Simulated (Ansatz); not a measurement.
## Phonons of ScIr3C (Pm-3m) against volume

Aim: how the phonons of ScIr3C (Pm-3m) shift with volume, and the thermal expansion that follows.

Calculated with Ansatz 0.2.0; DFT PBEsol, scalar-relativistic, plane waves, PAW; PAW set soft_1.

### 1. The structure

Symmetry: Pm-3m, No. 221, cubic system. Conventional cell: a = 4.585 Å, b = 4.585 Å, c = 4.585 Å, α = 90.00°, β = 90.00°, γ = 90.00°. Nearest to Sc lie 6 Ir at 2.29 Å. Nearest to Ir lie 2 Sc at 2.29 Å. Nearest to C lie 12 Ir at 3.24 Å. Farther neighbours are not listed.

### 2. Phonons on a q mesh

The cell comes from relaxations at this level that are not shown. Stability and thermal properties need the whole zone. Linear response on a 4×4×4 q mesh gives force constants as far as a supercell of that size would.

input.yaml reads:

```yaml
crystal:
  lattice:
    - [4.5845517381, 0.0, 0.0]
    - [0.0, 4.5845517381, 0.0]
    - [0.0, 0.0, 4.5845517381]
  atoms:
    - { symbol: Sc, position: [0.0, 0.0, 0.0] }
    - { symbol: Ir, position: [0.5, 0.0, 0.0] }
    - { symbol: Ir, position: [0.0, 0.5, 0.0] }
    - { symbol: Ir, position: [0.0, 0.0, 0.5] }
    - { symbol: C, position: [0.5, 0.5, 0.5] }
kpoints:
  mp_grid: { grid: [8, 8, 8] }
hamiltonian:
  xc: pbesol
  pseudopotentials: { kind: paw, azcp: { folder: soft_1 }, xc_functional: pbe }
scf:
  occupations: { method: methfessel_paxton, width: 0.2 }
output:
  eigenvalues: true
phonons:
  method: dfpt
  qmesh: [4, 4, 4]
  temperatures: { t_max: 1000, t_step: 50 }
  qpath:
    path:
      - [[0.0, 0.0, 0.0], [0.0, 0.5, 0.0], [0.5, 0.5, 0.0], [0.0, 0.0, 0.0], [0.5, 0.5, 0.5], [0.0, 0.5, 0.0]]
      - [[0.5, 0.5, 0.5], [0.5, 0.5, 0.0]]
    npoints: 10
```

Launch:

```console
> ansatz run input.yaml --threads 4 --pin off --max-ram 10240MiB --backend cpu --events-out ev --progress --plain --runs-dir out
```

Numbers of over 12 decimals in the logs are rounded to 6 here.

Log:

```text
Engine: ansatz 0.2.0, x86_64-unknown-linux-gnu
Pseudopotentials: kind: paw
Pseudopotential: Sc, paw, valence charge 11, recommended cutoff 420 eV (normal), soft_1/Sc.paw.azcp
Pseudopotential: Ir, paw, valence charge 17, recommended cutoff 420 eV (normal), soft_1/Ir.paw.azcp
Pseudopotential: C, paw, valence charge 4, recommended cutoff 420 eV (normal), soft_1/C.paw.azcp
Functional definition: PBEsol
  exchange = pbesol_x
  correlation = pbesol_c
Crystal: 5 atoms, lattice volume = 96.359 Å³
Basis set: ecut = 420 eV, 1863 PW (Γ), exchange–correlation on 64×64×64 points (8 copies of the dense FFT grid, shifted against one another)
Bands: 40, of which v1, the nominal top of the filled ones, is band 33 counted from 1 (32 counted from 0)
Symmetry: 48 space group operations
k-points: 35 of 512
Non-local potential: Sc, projectors of the file, l = 0: 3, l = 1: 2, l = 2: 3, l = 3: 1
Non-local potential: Ir, projectors of the file, l = 0: 3, l = 1: 2, l = 2: 2, l = 3: 1
Non-local potential: C, projectors of the file, l = 0: 2, l = 1: 2, l = 2: 1
PAW form: soft (Blöchl's): semilocal exchange-correlation on the pseudo side does not see the compensation charge
PAW frozen core: Sc, regenerated for the run's functional, and the local potential with it (the file was generated under x = pbe(κ = 0.804, μ = 0.219515), c = pbe(β = 0.066725))
PAW frozen core: Ir, regenerated for the run's functional, and the local potential with it (the file was generated under x = pbe(κ = 0.804, μ = 0.219515), c = pbe(β = 0.066725))
PAW frozen core: C, regenerated for the run's functional, and the local potential with it (the file was generated under x = pbe(κ = 0.804, μ = 0.219515), c = pbe(β = 0.066725))
PAW one-centre angular grid: Sc, 590 points (default); XC on 64 Gauss nodes
PAW one-centre angular grid: Ir, 590 points (default); XC on 64 Gauss nodes
PAW one-centre angular grid: C, 110 points (default); XC on 64 Gauss nodes
Initial density: superposition of atomic densities (chi_scale 0.1, normalization cell), built separately for each of the 2 bonded fragments (scf.initial_density.interfragment_charge_transfer: auto; true builds it for the cell as a whole; a typed value also counts as a typed key of the start: scf.initial_density.chi_scale says what that changes, if anything)
Initial wavefunctions: pseudopotential atomic-orbital guess
Functional: x = pbesol(κ = 0.804, μ = 0.123457), c = pbesol(β = 0.046)
SCF iter   1: F=—  HF=-37750.698759 eV  |F-HF|=—  |Δ(HF+E_count)|=         —  Δρ=1.33e-1  dr2=4.49e1  ethr=3.10e-3  ⟨swp⟩=4.9  Hψ=4571  notcnv=0
preconditioner: auto → Kerker (q_TF=auto, 2.562 Å⁻¹)  [metal: Δε(μ)=0.012 eV  Ē_g=4.388 eV  σ=0.200 eV  W_gap=0.05  n_scr=26 (ndim 8)  ℏωp=22.1 eV  f_vac=0.000  D(μ)=7.45/eV (n_scr^D=80)]
SCF iter   2: F=—  HF=-37746.247058 eV  |F-HF|=—  |Δ(HF+E_count)|=    4.45e0  S|Δr|=    0.00e0  Δρ=6.99e-2  dr2=1.39e1  ethr=3.10e-3  ⟨swp⟩=6.0  Hψ=8567  notcnv=0
automatic band count: the SCF goes on with 47 bands, as 40 were too few: they end inside the smearing window of the response
SCF iter   3: F=—  HF=-37744.337720 eV  |F-HF|=—  |Δ(HF+E_count)|=    1.91e0  S|Δr|=    0.00e0  Δρ=4.87e-2  dr2=4.23e0  ethr=3.10e-3  ⟨swp⟩=2.3  Hψ=2779  notcnv=0  defer=157
SCF iter   4: F=—  HF=-37743.995532 eV  |F-HF|=—  |Δ(HF+E_count)|=   3.42e-1  S|Δr|=    0.00e0  Δρ=2.91e-2  dr2=1.53e0  ethr=3.10e-3  ⟨swp⟩=1.9  Hψ=2032  notcnv=0  defer=113
SCF iter   5: F=—  HF=-37743.774081 eV  |F-HF|=—  |Δ(HF+E_count)|=   2.21e-1  S|Δr|=    0.00e0  Δρ=7.48e-3  dr2=9.10e-2  ethr=2.31e-3  ⟨swp⟩=2.0  Hψ=2191  notcnv=0  defer=113
SCF iter   6: F=—  HF=-37743.761106 eV  |F-HF|=—  |Δ(HF+E_count)|=   1.30e-2  S|Δr|=    0.00e0  Δρ=1.08e-3  dr2=1.19e-3  ethr=1.38e-4  ⟨swp⟩=1.6  Hψ=1766  notcnv=0  defer=112
SCF iter   7: F=—  HF=-37743.761392 eV  |F-HF|=—  |Δ(HF+E_count)|=   2.86e-4  S|Δr|=    0.00e0  Δρ=8.47e-4  dr2=1.42e-3  ethr=1.81e-6  ⟨swp⟩=2.1  Hψ=2184  notcnv=0  defer=112
SCF iter   8: F=—  HF=-37743.761255 eV  |F-HF|=—  |Δ(HF+E_count)|=   1.37e-4  S|Δr|=    0.00e0  Δρ=4.13e-4  dr2=3.34e-4  ethr=1.81e-6  ⟨swp⟩=1.3  Hψ=1537  notcnv=0  defer=112
SCF iter   9: F=—  HF=-37743.761214 eV  |F-HF|=—  |Δ(HF+E_count)|=   4.13e-5  S|Δr|=    0.00e0  Δρ=2.31e-5  dr2=7.06e-7  ethr=5.06e-7  ⟨swp⟩=1.5  Hψ=1551  notcnv=0  defer=112
SCF iter  10: F=—  HF=-37743.761219 eV  |F-HF|=—  |Δ(HF+E_count)|=   5.66e-6  S|Δr|=    0.00e0  Δρ=5.00e-6  dr2=2.35e-8  ethr=1.07e-9  ⟨swp⟩=2.1  Hψ=2181  notcnv=0  defer=112
SCF iter  11: F=—  HF=-37743.761219 eV  |F-HF|=—  |Δ(HF+E_count)|=  3.64e-10  S|Δr|=    0.00e0  Δρ=1.42e-6  dr2=2.33e-9  ethr=3.55e-11  ⟨swp⟩=2.0  Hψ=2131  notcnv=0  defer=112
SCF iter  12: F=—  HF=-37743.761219 eV  |F-HF|=—  |Δ(HF+E_count)|=  1.16e-10  S|Δr|=    0.00e0  Δρ=3.93e-7  dr2=1.48e-10  ethr=3.54e-12  ⟨swp⟩=2.0  Hψ=2165  notcnv=0  defer=112
SCF iter  13: F=-37743.761219 eV  HF=-37743.761219 eV  |F-HF|=7.28e-12  |Δ(HF+E_count)|=  7.28e-12  S|Δr|=    0.00e0  Δρ=7.76e-8  dr2=6.93e-12  ethr=1.00e-12  ⟨swp⟩=10.4  Hψ=7848  notcnv=0
SCF 1 converged in 13 iterations: F = -37743.761219 eV  dr2 = 6.93e-12
  greatest PAW one-centre occupation: 1.000 electrons in one spin orbital (limit 2), on the Ir atom at site 3 (counted from 0), in its partial waves of l = 0
Initial density: read from a saved state, or passed on in memory by an earlier SCF of this step, an earlier step, the calling program or the single point that the run made first
iter 1 solved again at ethr=3.41e-7 eV; its pass at ethr=3.10e-3 eV (dr2=2.25e-4 eV) is discarded
SCF iter   1: F=—  HF=-37743.761221 eV  |F-HF|=—  |Δ(HF+E_count)|=         —  Δρ=1.27e-6  dr2=1.23e-9  ethr=3.41e-7  ⟨swp⟩=3.0  Hψ=8021  notcnv=0
eigensolver tolerance schedule: the retry pair's looser diagonalisation over-reported the residual by 182475.45 of it (diagonalisation noise at an unbounded share of the residual, at the tolerance the schedule requests for it); recorded, not acted on — ethr = c·dr2/N_el stays at c = 1.0e-1
preconditioner: auto → Kerker (q_TF=auto, 2.562 Å⁻¹)  [metal: Δε(μ)=0.019 eV  Ē_g=4.335 eV  σ=0.200 eV  W_gap=0.08  n_scr=26 (ndim 8)  ℏωp=22.1 eV  f_vac=0.000  D(μ)=6.72/eV (n_scr^D=80)]
SCF iter   2: F=—  HF=-37743.761219 eV  |F-HF|=—  |Δ(HF+E_count)|=   2.22e-6  S|Δr|=    0.00e0  Δρ=7.76e-7  dr2=3.34e-10  ethr=1.87e-12  ⟨swp⟩=3.5  Hψ=3760  notcnv=0
SCF iter   3: F=—  HF=-37743.761219 eV  |F-HF|=—  |Δ(HF+E_count)|=  5.09e-11  S|Δr|=    0.00e0  Δρ=4.75e-7  dr2=1.45e-10  ethr=1.00e-12  ⟨swp⟩=1.0  Hψ=1400  notcnv=0
SCF iter   4: F=—  HF=-37743.761219 eV  |F-HF|=—  |Δ(HF+E_count)|=  3.64e-11  S|Δr|=    0.00e0  Δρ=2.36e-7  dr2=4.44e-11  ethr=1.00e-12  ⟨swp⟩=1.0  Hψ=1400  notcnv=0
SCF iter   5: F=-37743.761219 eV  HF=-37743.761219 eV  |F-HF|=1.46e-11  |Δ(HF+E_count)|=    0.00e0  S|Δr|=    0.00e0  Δρ=1.09e-7  dr2=9.70e-12  ethr=1.00e-12  ⟨swp⟩=1.1  Hψ=2961  notcnv=0
SCF 2 converged in 5 iterations: F = -37743.761219 eV  dr2 = 9.70e-12
phonons: the bands overlap, so this run is a metal and interpolates without the dipole-dipole term. If the crystal is really an insulator or semiconductor, its LO-TO splitting is missing
NSCF: frozen V_eff on 35 k-points
NSCF: frozen V_eff on 125 k-points
DFPT response loops at q = (0, 0, 0) (fractional): preconditioner auto → Kerker (q_TF=auto, 2.562 Å⁻¹) (partly filled bands, converged f_vac=0.000); β = 1.00, the filter's whole step (`scf.mixing.beta` (0.50) is not read by the response loops under this deck's `scf.mixing.preconditioner`; to damp them name `kerker` or `kerker_dos`, under which they read `scf.mixing.beta`, and type it under 1.00, their step now; both keys bind the ground state too); Broyden in place of MSR1
NSCF: frozen V_eff on 400 k-points
DFPT response loops at q = (0, 0, 0.25) (fractional): mixed as the last ones told, above
NSCF: frozen V_eff on 250 k-points
DFPT response loops at q = (0, 0, -0.5) (fractional): mixed as the last ones told, above
NSCF: frozen V_eff on 640 k-points
DFPT response loops at q = (0, 0.25, 0.25) (fractional): mixed as the last ones told, above
NSCF: frozen V_eff on 400 k-points
DFPT response loops at q = (0, 0.25, -0.5) (fractional): mixed as the last ones told, above
NSCF: frozen V_eff on 250 k-points
DFPT response loops at q = (0, -0.5, -0.5) (fractional): mixed as the last ones told, above
NSCF: frozen V_eff on 1024 k-points
DFPT response loops at q = (0.25, 0.25, 0.25) (fractional): mixed as the last ones told, above
NSCF: frozen V_eff on 640 k-points
DFPT response loops at q = (0.25, 0.25, -0.5) (fractional): mixed as the last ones told, above
NSCF: frozen V_eff on 400 k-points
DFPT response loops at q = (0.25, -0.5, -0.5) (fractional): mixed as the last ones told, above
NSCF: frozen V_eff on 250 k-points
DFPT response loops at q = (-0.5, -0.5, -0.5) (fractional): mixed as the last ones told, above
SCF converged after 13 iterations
Stability not checked: this state was not tested for a lower state beside it, because cold or Methfessel-Paxton smearing, or corrected tetrahedra, fill the levels in a way that the test cannot read (fill_not_monotonic; see scf.lower_state_search)
Free energy (F): -37743.761219 eV
Harris-Foulkes:  -37743.761219 eV  (|F-HF|=7.28e-12)
Internal energy: -37743.758062 eV  (E = F + TS)
E sigma→0 (E₀):  -37743.760430 eV
Entropy (-TS):   -0.003157 eV (-0.631 meV/atom)
Fermi energy:    12.038076 eV
--- Per-component energies (eV) ---
  E_band       = -955.083514
  E_kinetic    = 1914.233617
  E_local      = -7203.380043  (includes V_loc(G=0)·N_el)
  E_nonlocal   = 757.833554
  E_hartree    = 2764.601596
  E_xc         = -808.378570
  E_vxc        = -917.887520  (∫ρ·V_xc dr)
  E_paw        = -28456.535101  (= ΣΔE_a)
  E_vpaw       = -1035.087295  (= ΣTr[D̂ρ^β])
  E_aug_tail   = 0.001139  (compensation charges beyond the density's cutoff)
  E_ewald      = -6713.080425
  E_core_change = 0.946170  (= ΣΔE_core)
  E_smearing   = -0.003157  (= −TS)
  E_closure    = 0.000000  (closes the sum)
  Σ components = -37743.761219   (vs F -37743.761219, Δ=0.00e0)
--- Band table (eV; the first three rows and the last of 35) ---
  k-point 0: bands = [... 29 lower, 11.2721, 11.2721, 11.2721, 12.2565, 12.2565, 12.2565, 12.4898, 14.8396, ... 10 higher]
  k-point 1: bands = [... 29 lower, 11.4685, 11.6482, 11.6482, 12.1851, 12.1851, 12.2567, 12.3986, 14.5191, ... 10 higher]
  k-point 2: bands = [... 29 lower, 11.4352, 11.4352, 11.5985, 12.1271, 12.2571, 12.4354, 12.4354, 14.0850, ... 10 higher]
  k-point 34: bands = [... 29 lower, 11.1580, 11.7005, 11.7005, 12.2317, 12.2317, 12.2317, 13.6557, 14.1998, ... 10 higher]
--- Phonons (Γ-DFPT): 4 representative perturbations + reference (Σ response iterations 15) ---
  ASR residual: 5.163e-5 → 0.000e0 eV/Å²; symmetrization residual: 1.268e-6 eV/Å²
  ASR residual per site (eV/Å²): 2.70e-5 5.16e-5 5.16e-5 5.16e-5 4.03e-7
  Γ frequencies (cm⁻¹): -340.40 -340.40 -340.40 -133.54 -133.54 -133.54 -90.68 -90.68 -90.68 0.00 0.00 0.00 402.29 402.29 402.29
--- Phonons (arbitrary-q DFPT): 10 irreducible q on the 4×4×4 mesh ---
  q = [0.0000, 0.0000, 0.0000] (star 1, of the zone-centre solve; hermiticity 9.84e-8, symmetrization 6.31e-13): -340.40 -340.40 -340.40 -133.54 -133.54 -133.54 -90.68 -90.68 -90.68 -0.00 -0.00 0.00 402.29 402.29 402.29
  q = [0.0000, 0.0000, 0.2500] (star 6, 9 solved perturbations in 1560 linear systems a pass and spin channel, the states on 200 of 512 k-point pairs; hermiticity 1.10e-7, symmetrization 4.80e-13): -329.05 -329.05 -315.32 -132.85 -132.85 -108.64 -94.10 -91.16 -91.16 -42.18 -42.18 108.32 377.29 399.74 399.74
  q = [0.0000, 0.0000, -0.5000] (star 3, 9 solved perturbations in 975 linear systems a pass and spin channel, the states on 125 of 512 k-point pairs; hermiticity 1.60e-7, symmetrization 9.19e-9): -322.63 -322.63 -282.93 -133.56 -133.56 -102.85 -93.71 -93.71 -92.21 -62.45 -62.45 172.56 365.64 398.14 398.14
  q = [0.0000, 0.2500, 0.2500] (star 12, 9 solved perturbations in 2460 linear systems a pass and spin channel, the states on 320 of 512 k-point pairs; hermiticity 9.55e-8, symmetrization 8.49e-14): -331.10 -319.97 -307.96 -130.90 -106.07 -102.67 -93.12 -90.65 -89.75 -61.65 98.88 103.58 379.44 380.15 397.48
  q = [0.0000, 0.2500, -0.5000] (star 12, 15 solved perturbations on 200 of 512 k-point pairs; hermiticity 2.26e-7, symmetrization 1.13e-7): -325.74 -313.03 -301.75 -130.63 -100.09 -98.95 -95.53 -88.12 -83.64 -79.19 91.91 176.07 359.49 380.25 395.70
  q = [0.0000, -0.5000, -0.5000] (star 3, 9 solved perturbations in 975 linear systems a pass and spin channel, the states on 125 of 512 k-point pairs; hermiticity 1.27e-7, symmetrization 3.75e-9): -321.96 -321.96 -301.97 -129.02 -97.34 -97.34 -92.37 -92.37 -86.92 -77.27 177.24 181.31 357.09 357.09 393.99
  q = [0.2500, 0.2500, 0.2500] (star 8, 4 solved perturbations in 1376 linear systems a pass and spin channel, the states on 512 of 512 k-point pairs; hermiticity 7.27e-8, symmetrization 3.70e-13): -332.78 -332.78 -297.98 -102.73 -98.19 -98.19 -88.97 -88.00 -88.00 91.65 91.65 95.95 379.06 381.71 381.71
  q = [0.2500, 0.2500, -0.5000] (star 12, 9 solved perturbations in 2460 linear systems a pass and spin channel, the states on 320 of 512 k-point pairs; hermiticity 2.51e-7, symmetrization 3.01e-8): -335.79 -313.63 -313.31 -97.87 -93.26 -90.83 -87.10 -86.63 -79.96 81.09 82.66 178.86 354.14 379.53 381.68
  q = [0.2500, -0.5000, -0.5000] (star 6, 9 solved perturbations in 1560 linear systems a pass and spin channel, the states on 200 of 512 k-point pairs; hermiticity 2.56e-7, symmetrization 4.27e-8): -327.49 -327.49 -323.72 -89.87 -89.87 -82.23 -82.23 -79.51 -77.12 66.25 179.64 183.28 351.01 351.01 380.20
  q = [-0.5000, -0.5000, -0.5000] (star 1, 4 solved perturbations in 350 linear systems a pass and spin channel, the states on 125 of 512 k-point pairs; hermiticity 5.40e-8, symmetrization 2.70e-8): -336.91 -336.91 -336.91 -80.40 -80.40 -80.40 -69.54 -69.54 -69.54 183.08 183.08 185.38 347.09 347.09 347.09
  sum rule: each row above includes the acoustic sum rule's correction from the zone centre's row sums; it moved no ω² by more than (0.40 cm⁻¹)²
  mesh force constants: q→R imaginary residual 4.20e-19; ASR residual 5.163e-5 → 0.000e0 eV/Å²; symmetrization residual 1.954e-14 eV/Å²
  interpolated dispersion: 62 rows × 15 modes
  density of states and harmonic sums: on the 16×16×16 q-mesh, interpolated from the force constants of a 4×4×4 supercell (no non-analytic term)
  largest difference from the sums on the solved wave vectors: F 1.78e-2 eV, S 3.21e-5 and C_V 1.43e-5 eV/K
  zero-point energy: 0.086298 eV/cell   skipped modes (ω ≤ 0): 1638, of them read as no rigid motion or as one in doubt: 1635 (9.915e0 modes/cell left out, lowest -340.40 cm⁻¹)   left out of the sums: 6.61e-1 of the cell's modes: C_V's classical limit lies that fraction below 3 k_B per atom; for a crystal, a wire or a layer, F and S can be off by more, and a phonons.interpolated_qmesh denser along its periods is the remedy for the sampling
```

The job ended after 21 min (4 threads of Intel Xeon Platinum 8488C (Sapphire Rapids), shared host; peak memory 4.5 GiB).

In the SCF lines HF is the Harris–Foulkes energy and dr2 the Hartree energy of the density residual, in eV; the loop may stop once dr2 is under the threshold and the program's other checks hold. Hψ counts applications of the Hamiltonian.

Numbers from this step:

```yaml
volume_per_atom: 19.27 Å³
gap_on_the_k_mesh: 0 eV
sum_rule_residual_before_enforcement: 5.16e-5 eV/Å²
lowest_frequency_on_the_path: -340.4 cm⁻¹
point_group: m-3m
highest_frequency_on_the_path_or_at_a_solved_wavevector: 402.3 cm⁻¹
highest_optical_mode_at_the_zone_centre_no_lo_to_term: 402.3 cm⁻¹
lowest_optical_zone_centre_mode: -340.4 cm⁻¹
lowest_mode_on_the_q_mesh_acoustic_modes_at_gamma_apart: -340.4 cm⁻¹
```

Frequencies (cm⁻¹) solved at each irreducible wavevector; negative means imaginary. Frequencies by wavevector, by row:

```csv
q in reciprocal lattice units,star,mode 1,mode 2,mode 3,mode 4,mode 13,mode 14,mode 15
0 0 0,1,-340.4,-340.4,-340.4,-133.5,402.3,402.3,402.3
0 0 0.25,6,-329.1,-329.1,-315.3,-132.8,377.3,399.7,399.7
0 0 -0.5,3,-322.6,-322.6,-282.9,-133.6,365.6,398.1,398.1
0 0.25 0.25,12,-331.1,-320,-308,-130.9,379.4,380.1,397.5
0 0.25 -0.5,12,-325.7,-313,-301.8,-130.6,359.5,380.2,395.7
0 -0.5 -0.5,3,-322,-322,-302,-129,357.1,357.1,394
0.25 0.25 0.25,8,-332.8,-332.8,-298,-102.7,379.1,381.7,381.7
0.25 0.25 -0.5,12,-335.8,-313.6,-313.3,-97.9,354.1,379.5,381.7
0.25 -0.5 -0.5,6,-327.5,-327.5,-323.7,-89.9,351,351,380.2
-0.5 -0.5 -0.5,1,-336.9,-336.9,-336.9,-80.4,347.1,347.1,347.1
```

Symmetry leaves 10 wavevectors to solve. The lowest mode among them, the acoustic zeros apart, lies at Γ and is imaginary, 340.4i cm⁻¹, so the energy falls along it.

### 3. Relaxing at another volume, volume ratio 0.97

The volume is scaled by 0.97 and held; symmetry leaves nothing to relax, so this is a single point. The modes can then be followed against volume.

input.yaml, the sections that differ from step 2:

```yaml
crystal:
  lattice:
    - [4.5382399684, 0.0, 0.0]
    - [0.0, 4.5382399684, 0.0]
    - [0.0, 0.0, 4.5382399684]
  atoms:
    - { symbol: Sc, position: [0.0, 0.0, 0.0] }
    - { symbol: Ir, position: [0.5, 0.0, 0.0] }
    - { symbol: Ir, position: [0.0, 0.5, 0.0] }
    - { symbol: Ir, position: [0.0, 0.0, 0.5] }
    - { symbol: C, position: [0.5, 0.5, 0.5] }
output:
  forces: true
  stress: true
  eigenvalues: true
# kpoints, hamiltonian, scf: as in step 2
# phonons: removed
```

Log:

```text
[...]
Crystal: 5 atoms, lattice volume = 93.468 Å³
Basis set: ecut = 420 eV, 1839 PW (Γ), exchange–correlation on 64×64×64 points (8 copies of the dense FFT grid, shifted against one another)
Bands: 40, of which v1, the nominal top of the filled ones, is band 33 counted from 1 (32 counted from 0)
Symmetry: 48 space group operations
[...]
k-points: 35 of 512
[...]
k-point 0: bands = [... 29 lower, 11.7776, 11.7776, 11.7776, 12.8229, 12.8229, 12.8229, 13.0667, 15.5207, ... 3 higher]
  k-point 1: bands = [... 29 lower, 11.9816, 12.1695, 12.1695, 12.7415, 12.7415, 12.8231, 12.9696, 15.1799, ... 3 higher]
  k-point 2: bands = [... 29 lower, 11.9570, 11.9570, 12.1371, 12.6811, 12.8236, 12.9909, 12.9909, 14.7253, ... 3 higher]
  k-point 34: bands = [... 29 lower, 11.7202, 12.2309, 12.2309, 12.7946, 12.7946, 12.7946, 14.3321, 14.7477, ... 3 higher]
[key lines of the parts left out:]
SCF converged after 11 iterations
Free energy (F): -37743.730443 eV
Fermi energy:    12.591530 eV
P = ⅓ Tr σ = 3.5039 GPa (35.039 kbar)
```

Wall time 1.8 s (4 threads); peak memory 0.5 GiB.

This step gave:

```
pressure        : 3.504 GPa
volume per atom : 18.69 Å³
```

The run ends at a pressure of 3.50 GPa.

(Continued in part 2 of 2.)

[Logs are printed without paths, hosts, clocks, repeated set-up lines and the standing remarks that a program may print on its own settings, such as how far it seeks lower states.]

[Hosts, paths, dates, database ids (printed as entryN), source tags and the programs' standing remarks are cut or masked in the printed files.]
